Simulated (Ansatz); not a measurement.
# Phonon transport in CsSnI3 (Pm-3m)

Aim: the lattice thermal conductivity of CsSnI3 against temperature, and which phonons carry it.

Calculated with Ansatz 0.2.0; DFT RPBE, scalar-relativistic, plane waves, PAW.

The database entry behind the starting cell lists a temperature of 500 K, so it need not match the best structure at ambient conditions.

## 1. Set-up

The structure is cubic, space group Pm-3m (No. 221). Conventional cell: a = 6.206 Å, b = 6.206 Å, c = 6.206 Å, α = 90.00°, β = 90.00°, γ = 90.00°. Nearest to Cs lie 12 I at 4.39 Å. Nearest to Sn lie 6 I at 3.10 Å. I has 2 Sn at 3.10 Å and 4 Cs at 4.39 Å nearest. Farther neighbours and most contacts between anions are not listed.

Coordinates:

```cif
data_structure
_symmetry_space_group_name_H-M 'Pm-3m'
_symmetry_Int_Tables_number 221
_cell_length_a 6.2057
_cell_length_b 6.2057
_cell_length_c 6.2057
_cell_angle_alpha 90.000
_cell_angle_beta 90.000
_cell_angle_gamma 90.000
_cell_volume 238.99
loop_
_atom_site_label
_atom_site_type_symbol
_atom_site_symmetry_multiplicity
_atom_site_Wyckoff_symbol
_atom_site_fract_x
_atom_site_fract_y
_atom_site_fract_z
_atom_site_occupancy
Cs1 Cs 1 a 0.00000 0.00000 0.00000 1
Sn1 Sn 1 b 0.50000 0.50000 0.50000 1
I1 I 3 c 0.00000 0.50000 0.50000 1
```

## 2. A first coarse run

Before spending time, one coarse run tells the gap and the pressure of the starting cell.

input.yaml reads:

```yaml
crystal:
  lattice:
    - [6.2057, 0.0, 0.0]
    - [0.0, 6.2057, 0.0]
    - [0.0, 0.0, 6.2057]
  atoms:
    - { symbol: Cs, position: [0.0, 0.0, 0.0] }
    - { symbol: Sn, position: [0.5, 0.5, 0.5] }
    - { symbol: I, position: [0.0, 0.5, 0.5] }
    - { symbol: I, position: [0.5, 0.0, 0.5] }
    - { symbol: I, position: [0.5, 0.5, 0.0] }
kpoints:
  mp_grid: { grid: [4, 4, 4] }
hamiltonian:
  xc: rpbe
scf:
  occupations: { method: gaussian, width: 0.1 }
output:
  forces: true
  stress: true
  eigenvalues: true
```

Run with:

```bash
> ansatz run input.yaml --threads 8 --pin off --max-ram 16384MiB --backend cpu --events-out ev --progress --plain --runs-dir out
```

Numbers of over 12 decimals in the logs are rounded to 6 here.

Log:

```text
Engine: ansatz 0.2.0, x86_64-unknown-linux-gnu
Pseudopotentials: kind: paw
Pseudopotential: Cs, paw, valence charge 9, recommended cutoff 420 eV (normal), Cs.paw.azcp
Pseudopotential: Sn, paw, valence charge 14, recommended cutoff 420 eV (normal), Sn.paw.azcp
Pseudopotential: I, paw, valence charge 17, recommended cutoff 420 eV (normal), I.paw.azcp
Functional definition: RPBE
  parameter kappa = 0.804
  parameter beta = 0.066725
  exchange = rpbe_x(kappa = kappa, mu = beta*pi^2/3)
  correlation = pbe_c(beta = beta)
Crystal: 5 atoms, lattice volume = 238.986 Å³
Basis set: ecut = 420 eV, 4697 PW (Γ), exchange–correlation on 90×90×90 points (8 copies of the dense FFT grid, shifted against one another)
Bands: 45, of which v1, the nominal top of the filled ones, is band 37 counted from 1 (36 counted from 0)
Symmetry: 48 space group operations
Space group: Pm-3m (ITA 221), of the structure as read, at distance tolerance 6.2e-5 Å
k-points: 10 of 64
Non-local potential: Cs, projectors of the file, l = 0: 3, l = 1: 2, l = 2: 2, l = 3: 2
Non-local potential: Sn, projectors of the file, l = 0: 2, l = 1: 2, l = 2: 2, l = 3: 2
Non-local potential: I, projectors of the file, l = 0: 2, l = 1: 2, l = 2: 2, l = 3: 2
PAW form: soft (Blöchl's): semilocal exchange-correlation on the pseudo side does not see the compensation charge
PAW frozen core: Cs, regenerated for the run's functional, and the local potential with it (the file was generated under x = pbe(κ = 0.804, μ = 0.219515), c = pbe(β = 0.066725))
PAW frozen core: Sn, regenerated for the run's functional, and the local potential with it (the file was generated under x = pbe(κ = 0.804, μ = 0.219515), c = pbe(β = 0.066725))
PAW frozen core: I, regenerated for the run's functional, and the local potential with it (the file was generated under x = pbe(κ = 0.804, μ = 0.219515), c = pbe(β = 0.066725))
PAW one-centre angular grid: Cs, 194 points (default); XC on 64 Gauss nodes
PAW one-centre angular grid: Sn, 590 points (default); XC on 64 Gauss nodes
PAW one-centre angular grid: I, 590 points (default); XC on 64 Gauss nodes
Initial density: superposition of atomic densities (neutral atoms: chi_scale 0, normalization atom), corrected by the library's trained network
Initial wavefunctions: pseudopotential atomic-orbital guess
Functional: x = rpbe, c = pbe(β = 0.066725)
SCF iter   1: F=—  HF=-34284.059517 eV  |F-HF|=—  |Δ(HF+E_count)|=         —  Δρ=1.95e-3  dr2=1.31e-2  ethr=1.77e-3  ⟨swp⟩=10.2  Hψ=2102  notcnv=0  defer=2
preconditioner: auto → Resta (q_TF=auto, 2.244 Å⁻¹)  ε∞=2.9  [insulator: Δε(μ)=0.354 eV  Ē_g=9.815 eV  σ=0.100 eV  W_gap=0.99  n_scr=32 (ndim 8)  ℏωp=13.6 eV  f_vac=0.147  D(μ)=0.03/eV (n_scr^D=0)  ε∞_Penn≈2.9]
SCF iter   2: F=—  HF=-34284.056992 eV  |F-HF|=—  |Δ(HF+E_count)|=   2.52e-3  Δρ=9.09e-4  dr2=2.53e-3  ethr=1.77e-5  ⟨swp⟩=2.0  Hψ=893  notcnv=0  defer=4
SCF iter   3: F=—  HF=-34284.057264 eV  |F-HF|=—  |Δ(HF+E_count)|=   2.71e-4  Δρ=3.50e-4  dr2=3.56e-4  ethr=3.42e-6  ⟨swp⟩=2.5  Hψ=691  notcnv=0  defer=1
automatic band count: iteration 3 solves 44 bands in place of 45: the levels show a gap, and the empty bands left out lie too high to hold charge; the band table lists the bands solved (type scf.n_extra_bands for more)
SCF iter   4: F=—  HF=-34284.057476 eV  |F-HF|=—  |Δ(HF+E_count)|=   2.13e-4  Δρ=1.06e-4  dr2=2.80e-5  ethr=4.81e-7  ⟨swp⟩=2.0  Hψ=590  notcnv=0  defer=1
SCF iter   5: F=—  HF=-34284.057502 eV  |F-HF|=—  |Δ(HF+E_count)|=   2.54e-5  Δρ=2.82e-5  dr2=1.33e-6  ethr=3.78e-8  ⟨swp⟩=2.0  Hψ=787  notcnv=0  defer=1
SCF iter   6: F=—  HF=-34284.057504 eV  |F-HF|=—  |Δ(HF+E_count)|=   2.15e-6  Δρ=6.71e-6  dr2=1.37e-7  ethr=1.80e-9  ⟨swp⟩=2.0  Hψ=803  notcnv=0  defer=1
SCF iter   7: F=-34284.057504 eV  HF=-34284.057504 eV  |F-HF|=3.61e-8  |Δ(HF+E_count)|=   2.97e-7  Δρ=1.56e-6  dr2=1.14e-8  ethr=1.35e-10  ⟨swp⟩=10.5  Hψ=1976  notcnv=0
SCF 1 converged in 7 iterations: F = -34284.057504 eV  dr2 = 1.14e-8
  greatest PAW one-centre occupation: 0.999 electrons in one spin orbital (limit 2), on the I atom at site 4 (counted from 0), in its partial waves of l = 2
SCF converged after 7 iterations
Free energy (F): -34284.057504 eV
Harris-Foulkes:  -34284.057504 eV  (|F-HF|=3.61e-8)
Internal energy: -34284.057313 eV  (E = F + TS)
E sigma→0 (E₀):  -34284.057408 eV
Entropy (-TS):   -0.000192 eV (-0.038 meV/atom)
Fermi energy:    5.631234 eV
--- Per-component energies (eV) ---
  E_band       = -1414.482383
  E_kinetic    = 893.181626
  E_local      = -8817.534675  (includes V_loc(G=0)·N_el)
  E_nonlocal   = -278.534190
  E_hartree    = 4506.812679
  E_xc         = -944.335561
  E_vxc        = -608.287744  (∫ρ·V_xc dr)
  E_paw        = -23691.874333  (= ΣΔE_a)
  E_vpaw       = -1616.929922  (= ΣTr[D̂ρ^β])
  E_aug_tail   = -0.000094  (compensation charges beyond the density's cutoff)
  E_ewald      = -5951.562581
  E_core_change = -0.210184  (= ΣΔE_core)
  E_smearing   = -0.000192  (= −TS)
  E_closure    = -0.000000  (closes the sum)
  Σ components = -34284.057504   (vs F -34284.057504, Δ=0.00e0)
--- Forces (eV/Å), atoms counted from 1 ---
  atom   1  Cs    -0.00000000     0.00000000    -0.00000000
  atom   2  Sn     0.00000000    -0.00000000     0.00000000
  atom   3  I      0.00000000     0.00000000     0.00000000
  atom   4  I      0.00000000    -0.00000000    -0.00000000
  atom   5  I      0.00000000    -0.00000000    -0.00000000
  max |Σ_I F_I| component: 2.11e-28 eV/Å
--- Stress (GPa, compression-positive) ---
        1.904820      -0.000000       0.000000
        0.000000       1.904820      -0.000000
       -0.000000       0.000000       1.904820
  P = ⅓ Tr σ = 1.9048 GPa (19.048 kbar)
--- Band table (eV; the first three rows and the last of 10) ---
  k-point 0: bands = [... 33 lower, 3.0825, 3.2418, 3.2418, 3.2418, 7.8970, 8.7455, 8.7455, 9.0085, ... 3 higher]
  k-point 1: bands = [... 33 lower, 3.0061, 3.1682, 3.1682, 3.2591, 8.3385, 8.4860, 9.0911, 9.2122, ... 3 higher]
  k-point 2: bands = [... 33 lower, 2.9340, 3.1226, 3.1226, 3.8708, 6.5694, 9.3813, 9.6011, 9.7667, ... 3 higher]
  k-point 9: bands = [... 33 lower, 3.6701, 3.6701, 3.6701, 5.4799, 5.8115, 5.8115, 5.8115, 8.6563, ... 3 higher]
```

Elapsed: 2.2 s, on 8 threads of Intel Xeon at 2.70GHz, shared host; peak memory 0.87 GiB; 11 s of CPU time.

Numbers from this step:

- pressure: 1.905 GPa
- volume per atom: 47.80 Å³
- gap on the k-mesh: 0.3316 eV

The start is under 1.9 GPa at this level and looks like an insulator or semiconductor on this mesh.

## 3. Finding the static equilibrium

The vibrations must be taken about the equilibrium of this functional, not about the starting cell, so the structure is relaxed.

input.yaml, the sections that differ from step 2:

```yaml
kpoints:
  mp_grid: { grid: [6, 6, 6] }
scf:
  occupations: { method: gaussian, width: 0.02 }
relax:
  adjacent_minimum: "off"
  f_tol: 0.005
  max_steps: 80
  cell: { stress_tol: 0.05 }
# crystal, hamiltonian, output: as in step 2
```

Log:

```text
[...]
Crystal: 5 atoms, lattice volume = 238.986 Å³
Basis set: ecut = 420 eV, 4697 PW (Γ), exchange–correlation on 90×90×90 points (8 copies of the dense FFT grid, shifted against one another)
Bands: 45, of which v1, the nominal top of the filled ones, is band 37 counted from 1 (36 counted from 0)
Symmetry: 48 space group operations
[...]
k-points: 20 of 216
[...]
SCF iter   1: F=—  HF=-34284.121153 eV  |F-HF|=—  |Δ(HF+E_count)|=         —  Δρ=1.71e-3  dr2=8.35e-3  ethr=1.77e-3  ⟨swp⟩=10.3  Hψ=4334  notcnv=0  defer=2
[...]
SCF iter   6: F=-34284.120685 eV  HF=-34284.120685 eV  |F-HF|=1.80e-7  |Δ(HF+E_count)|=   1.76e-6  Δρ=3.80e-6  dr2=5.74e-8  ethr=1.35e-10  ⟨swp⟩=10.8  Hψ=4864  notcnv=0
SCF 1 converged in 6 iterations: F = -34284.120685 eV  dr2 = 5.74e-8
[...]
relax step   1: F+E_penalty+E_count = -34284.12068474 eV  Δ(F+E_penalty+E_count) = +0.000e0 eV  max|allowed force component| = 6.295e-29 eV/Å  Δτ_max = 0.0000 Å  P = +1.746 GPa  Ω = 238.986 Å³  (6 SCF iters, dr2 threshold 1.00e-7 eV, accepted)
Crystal: 5 atoms, lattice volume = 250.954 Å³
Basis set: ecut = 420 eV, 4945 PW (Γ), exchange–correlation on 90×90×90 points (8 copies of the dense FFT grid, shifted against one another)
[...]
iter 1 solved again at ethr=1.87e-5 eV; its pass at ethr=3.10e-3 eV (dr2=1.38e-2 eV) is discarded
[...]
SCF iter   6: F=-34284.215382 eV  HF=-34284.215382 eV  |F-HF|=1.89e-7  |Δ(HF+E_count)|=   1.76e-6  Δρ=5.58e-6  dr2=1.15e-7  ethr=6.76e-10  ⟨swp⟩=8.9  Hψ=4077  notcnv=0
SCF 2 converged in 6 iterations: F = -34284.215382 eV  dr2 = 1.15e-7
relax step   2: F+E_penalty+E_count = -34284.21538233 eV  Δ(F+E_penalty+E_count) = -9.470e-2 eV  max|allowed force component| = 2.367e-29 eV/Å  Δτ_max = 0.0000 Å  P = +0.850 GPa  Ω = 250.954 Å³  energy of the carried Pulay correction = -8.579e-4 eV  (6 SCF iters, dr2 threshold 5.00e-7 eV, accepted)
Crystal: 5 atoms, lattice volume = 263.482 Å³
Basis set: ecut = 420 eV, 5137 PW (Γ), exchange–correlation on 90×90×90 points (8 copies of the dense FFT grid, shifted against one another)
[...]
SCF iter   6: F=-34284.251461 eV  HF=-34284.251461 eV  |F-HF|=1.84e-7  |Δ(HF+E_count)|=   1.73e-6  Δρ=5.48e-6  dr2=1.22e-7  ethr=6.76e-10  ⟨swp⟩=9.6  Hψ=4144  notcnv=0
SCF 3 converged in 6 iterations: F = -34284.251461 eV  dr2 = 1.22e-7
[...]
relax step   3: F+E_penalty+E_count = -34284.25146138 eV  Δ(F+E_penalty+E_count) = -3.608e-2 eV  max|allowed force component| = 2.622e-29 eV/Å  Δτ_max = 0.0000 Å  P = +0.125 GPa  Ω = 263.482 Å³  energy of the carried Pulay correction = -1.712e-3 eV  (6 SCF iters, dr2 threshold 5.00e-7 eV, accepted)
[...]
relax step   4: F+E_penalty+E_count = -34284.25225579 eV  Δ(F+E_penalty+E_count) = -7.944e-4 eV  max|allowed force component| = 1.470e-29 eV/Å  Δτ_max = 0.0000 Å  P = -0.011 GPa  Ω = 266.237 Å³  energy of the carried Pulay correction = -1.894e-3 eV  (5 SCF iters, dr2 threshold 3.93e-8 eV, accepted)
[...]
SCF iter  10: F=-34284.253859 eV  HF=-34284.253859 eV  |F-HF|=7.28e-12  |Δ(HF+E_count)|=  2.40e-10  Δρ=2.75e-8  dr2=3.28e-12  ethr=1.00e-12  ⟨swp⟩=8.2  Hψ=3711  notcnv=0
SCF 5 converged in 10 iterations: F = -34284.253859 eV  dr2 = 3.28e-12
relax step   5: F+E_penalty+E_count = -34284.25385903 eV  Δ(F+E_penalty+E_count) = -1.603e-3 eV  max|allowed force component| = 2.850e-29 eV/Å  Δτ_max = 0.0000 Å  P = -0.013 GPa  Ω = 266.237 Å³  stress off target by 1.31e-2 GPa  SCF on the basis re-selected at this cell (its energy is not comparable with the rows above)  (10 SCF iters)
basis re-selected at this cell: Δ(F+E_penalty+E_count) = -1.603e-3 eV, ΔP = -0.003 GPa vs the last step (what re-selecting the basis moved, of the pressure what is left beyond the Pulay correction that the steps carried, after the strain that the cell walked since its last selection, with what the two solves' SCF thresholds leave and, on support functions, any second-order correction that the steps lacked; it is no m [...]
SCF converged after 10 iterations
Free energy (F): -34284.253859 eV
[...]
Internal energy: -34284.253859 eV  (E = F + TS)
E sigma→0 (E₀):  -34284.253859 eV
Fermi energy:    4.333558 eV
[...]
--- Stress (GPa, compression-positive) ---
       -0.013091      -0.000000      -0.000000
       -0.000000      -0.013091      -0.000000
       -0.000000      -0.000000      -0.013091
  P = ⅓ Tr σ = -0.0131 GPa (-0.131 kbar)
--- Band table (eV; the first three rows and the last of 20) ---
  k-point 0: bands = [... 33 lower, 2.2329, 2.3386, 2.3386, 2.3386, 6.8448, 7.8786, 7.8786, 8.1807, ... 4 higher]
  k-point 1: bands = [... 33 lower, 2.2046, 2.3084, 2.3084, 2.3173, 7.0793, 7.6403, 8.0119, 8.0679, ... 4 higher]
  k-point 2: bands = [... 33 lower, 2.1501, 2.2719, 2.2719, 2.4068, 6.1922, 7.6783, 8.2272, 8.2272, ... 4 higher]
  k-point 19: bands = [... 33 lower, 2.7055, 2.7055, 2.7055, 3.9426, 4.7250, 4.7250, 4.7250, 7.6854, ... 4 higher]
--- Relaxed structure (4 steps of the walk, 4 accepted, 1 SCFs on fresh bases) ---
  F+E_penalty+E_count = -34284.25385903 eV   max|allowed force component| = 2.850e-29 eV/Å   (the final SCF, on the basis selected at the relaxed cell)
  cell:  # Å, volume = 266.2373 Å³
    - [6.433140, 0, 0]
    - [0, 6.433140, 0]
    - [0, 0, 6.433140]
  atoms:
    - { symbol: Cs, position: [0, 0, 0] }
    - { symbol: Sn, position: [0.5, 0.5, 0.5] }
    - { symbol: I, position: [0, 0.5, 0.5] }
    - { symbol: I, position: [0.5, 0, 0.5] }
    - { symbol: I, position: [0.5, 0.5, 0] }
```

The job ended after 19 s (8 threads; peak memory 1 GiB; 2.1 min of CPU time).

Step by step:

| step | energy less that of the first step (eV) | largest force component (eV/Å) | pressure (GPa) | volume (Å³) |
| --- | --- | --- | --- | --- |
| 1 | 0.0000 | 0.0000 | 1.75 | 238.99 |
| 2 | -0.0947 | 0.0000 | 0.85 | 250.95 |
| 3 | -0.1308 | 0.0000 | 0.13 | 263.48 |
| 4 | -0.1316 | 0.0000 | -0.01 | 266.24 |
| 5* | -0.1332 | 0.0000 | -0.01 | 266.24 |

Relaxation steps marked * repeat the geometry before them on a plane-wave basis chosen anew for their cell, so energy and pressure can jump there.

Forces are held to the 48 operations that the run works with; a distortion that breaks them can't arise in this run.

```
conventional cell, symmetrised  before  after   change
                         a (Å)   6.206  6.433   +3.7 %
                         b (Å)   6.206  6.433   +3.7 %
                         c (Å)   6.206  6.433   +3.7 %
              volume (Å³/atom)   47.80  53.25  +11.4 %
```

This step gave:

```
pressure          : -0.01309 GPa
gap on the k-mesh : 0.7824 eV
volume per atom   : 53.25 Å³
```

The relaxation ends with a pressure of -0.01 GPa.

## 4. A second relaxation

The relaxation is run once more from where the first one ended, as the script does after a large change of volume or of the gap, with mesh and occupations reviewed.

input.yaml, the sections that differ from step 3:

```yaml
crystal:
  lattice:
    - [6.4331395189, 0.0, 0.0]
    - [0.0, 6.4331395189, 0.0]
    - [0.0, 0.0, 6.4331395189]
  atoms:
    - { symbol: Cs, position: [0.0, 0.0, 0.0] }
    - { symbol: Sn, position: [0.5, 0.5, 0.5] }
    - { symbol: I, position: [0.0, 0.5, 0.5] }
    - { symbol: I, position: [0.5, 0.0, 0.5] }
    - { symbol: I, position: [0.5, 0.5, 0.0] }
kpoints:
  mp_grid: { grid: [4, 4, 4] }
# hamiltonian, scf, output, relax: as in step 3
```

Log:

```text
[...]
Crystal: 5 atoms, lattice volume = 266.237 Å³
Basis set: ecut = 420 eV, 5185 PW (Γ), exchange–correlation on 90×90×90 points (8 copies of the dense FFT grid, shifted against one another)
Bands: 45, of which v1, the nominal top of the filled ones, is band 37 counted from 1 (36 counted from 0)
Symmetry: 48 space group operations
[...]
k-points: 10 of 64
[...]
--- Relaxed structure (3 steps of the walk, 3 accepted, 1 SCFs on fresh bases) ---
[...]
cell:  # Å, volume = 267.9369 Å³
    - [6.446799, 0, 0]
    - [0, 6.446799, 0.0]
    - [0, 0.0, 6.446799]
  atoms:
    - { symbol: Cs, position: [0, 0, 0] }
    - { symbol: Sn, position: [0.5, 0.5, 0.5] }
    - { symbol: I, position: [0, 0.5, 0.5] }
    - { symbol: I, position: [0.5, 0, 0.5] }
    - { symbol: I, position: [0.5, 0.5, 0] }
[key lines of the parts left out:]
SCF converged after 7 iterations
Free energy (F): -34284.212464 eV
Fermi energy:    4.253785 eV
P = ⅓ Tr σ = 0.0005 GPa (0.005 kbar)
```

The job ended after 9.6 s (8 threads; peak memory 0.98 GiB; 55 s of CPU time).

Relaxation path:

```
step  energy less that of the first step (eV)  largest force component (eV/Å)  pressure (GPa)  volume (Å³)
   1                                   0.0000                          0.0000            0.08       266.24
   2                                  -0.0002                          0.0000            0.05       266.89
   3                                  -0.0003                          0.0000            0.00       267.94
  4*                                  -0.0005                          0.0000            0.00       267.94
```

Relaxation steps marked * repeat the geometry before them on a plane-wave basis chosen anew for their cell, so energy and pressure can jump there.

Forces are held to the 48 operations that the run works with; a distortion that breaks them can't arise in this run.

```
conventional cell, symmetrised  before  after  change
                         a (Å)   6.433  6.447  +0.2 %
                         b (Å)   6.433  6.447  +0.2 %
                         c (Å)   6.433  6.447  +0.2 %
              volume (Å³/atom)   53.25  53.59  +0.6 %
```

The relaxed structure:

```xyz
5
Lattice="6.4468 0.0000 0.0000 0.0000 6.4468 0.0000 0.0000 0.0000 6.4468" Properties=species:S:1:pos:R:3 pbc="T T T"
Cs    0.0000    0.0000    0.0000
Sn    3.2234    3.2234    3.2234
I     0.0000    3.2234    3.2234
I     3.2234    0.0000    3.2234
I     3.2234    3.2234    0.0000
```

Numbers from this step:

* pressure: 5.08e-4 GPa
* gap on the k-mesh: 0.7981 eV
* volume per atom: 53.59 Å³

## 5. Relaxing to small residual forces and stress

The relaxation is repeated with tighter thresholds on force and stress, since phonons are sensitive to what is left; a change of mesh or smearing in the input moves the cell too.

input.yaml reads:

```yaml
crystal:
  lattice:
    - [6.4467994377, 0.0, 0.0]
    - [0.0, 6.4467994377, 0.0]
    - [0.0, 0.0, 6.4467994377]
  atoms:
    - { symbol: Cs, position: [0.0, 0.0, 0.0] }
    - { symbol: Sn, position: [0.5, 0.5, 0.5] }
    - { symbol: I, position: [0.0, 0.5, 0.5] }
    - { symbol: I, position: [0.5, 0.0, 0.5] }
    - { symbol: I, position: [0.5, 0.5, 0.0] }
kpoints:
  mp_grid: { grid: [4, 4, 4] }
hamiltonian:
  xc: rpbe
scf:
  occupations: { method: fixed }
output:
  forces: true
  stress: true
  eigenvalues: true
relax:
  adjacent_minimum: "off"
  f_tol: 0.001
  max_steps: 60
  cell: { stress_tol: 0.01 }
```

Log:

```text
[...]
Crystal: 5 atoms, lattice volume = 267.937 Å³
Basis set: ecut = 420 eV, 5257 PW (Γ), exchange–correlation on 90×90×90 points (8 copies of the dense FFT grid, shifted against one another)
Bands: 45, of which v1, the nominal top of the filled ones, is band 37 counted from 1 (36 counted from 0)
Symmetry: 48 space group operations
[...]
k-points: 10 of 64
[...]
--- Relaxed structure (1 steps of the walk, 1 accepted, 1 SCFs on fresh bases) ---
[...]
cell:  # Å, volume = 267.9369 Å³
    - [6.4467994377, 0.0, 0.0]
    - [0.0, 6.4467994377, 0.0]
    - [0.0, 0.0, 6.4467994377]
  atoms:
    - { symbol: Cs, position: [0.0, 0.0, 0.0] }
    - { symbol: Sn, position: [0.5, 0.5, 0.5] }
    - { symbol: I, position: [0.0, 0.5, 0.5] }
    - { symbol: I, position: [0.5, 0.0, 0.5] }
    - { symbol: I, position: [0.5, 0.5, 0.0] }
[key lines of the parts left out:]
SCF converged after 6 iterations
Free energy (F): -34284.212464 eV
Fermi energy:    3.855018 eV
P = ⅓ Tr σ = 0.0005 GPa (0.005 kbar)
```

The job ended after 4.8 s (8 threads; peak memory 0.97 GiB; 27 s of CPU time).

Little changed from the start: no atom moved by 0.005 Å and no cell edge by 0.1 %.

This step gave:

```
pressure : 5.07e-4 GPa
```

The residual pressure is 5.1e-4 GPa, small enough for phonons.

(Continued in part 2 of 2.)

[Logs are printed without paths, hosts, clocks, repeated set-up lines and the standing remarks that a program may print on its own settings, such as how far it seeks lower states.]

[Hosts, paths, dates, database ids (printed as entryN), source tags and the programs' standing remarks are cut or masked in the printed files.]

[A step with changed settings may run another functional than the one named; its input shows which.]
